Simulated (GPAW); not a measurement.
Entries from a set of simulations; values are calculated unless marked as measured.

## KMgH3 (Pm-3m): G0W0 with GPAW, start to end

It takes space group Pm-3m (No. 221, cubic). The conventional cell has a = 4.025 Å, b = 4.025 Å, c = 4.025 Å, α = 90.00°, β = 90.00°, γ = 90.00°. Nearest to K lie 12 H at 2.85 Å. Nearest to Mg lie 6 H at 2.01 Å. H has 2 Mg at 2.01 Å and 8 H at 2.85 Å and 4 K at 2.85 Å nearest. Farther neighbours are not listed.

* method: DFT, LDA, plane waves, PAW (and 1 further level or step)
* program: GPAW 26.7.0
* settings of one run: cutoff 600 eV, GPAW PAW setups 1.2.1 data release, 4×4×4 k-mesh, nbands 158
* cost: 4 runs, 2 min in all on 4 MPI ranks of Arm Neoverse V1, shared host (the runs of this entry)
* notes: The cell and positions come from the Crystallography Open Database and are kept as given unless a step says otherwise. Bands and cutoff are finite, so the gap is not at the basis limit. The miss can reach some tenths of an eV and take either sign; the mesh is an error of its own. The 4×4×4 mesh is coarse for this cell, which bears on the long-range parts of exchange and screening.
* LDA gap: 2.06 eV, indirect
* G0W0 gap on the mesh: 4.33 eV
* GW settings: 4×4×4 mesh, 148 bands, screening to 100 eV, Godby-Needs plasmon pole
* known limits: not at the basis limit; coarse k mesh

G0W0 moves the gap on the mesh from 2.06 eV to 4.33 eV (+2.27 eV), with Z of 0.79 and 0.83 at the edges. Only 3 of the mesh's irreducible points were corrected, so a valley elsewhere could overtake.

[Runs of the session that timed out or met a known fault of the program may be left out.]

[Hosts, paths, dates, database ids (printed as entryN), source tags and the programs' standing remarks are cut or masked in the printed files.]
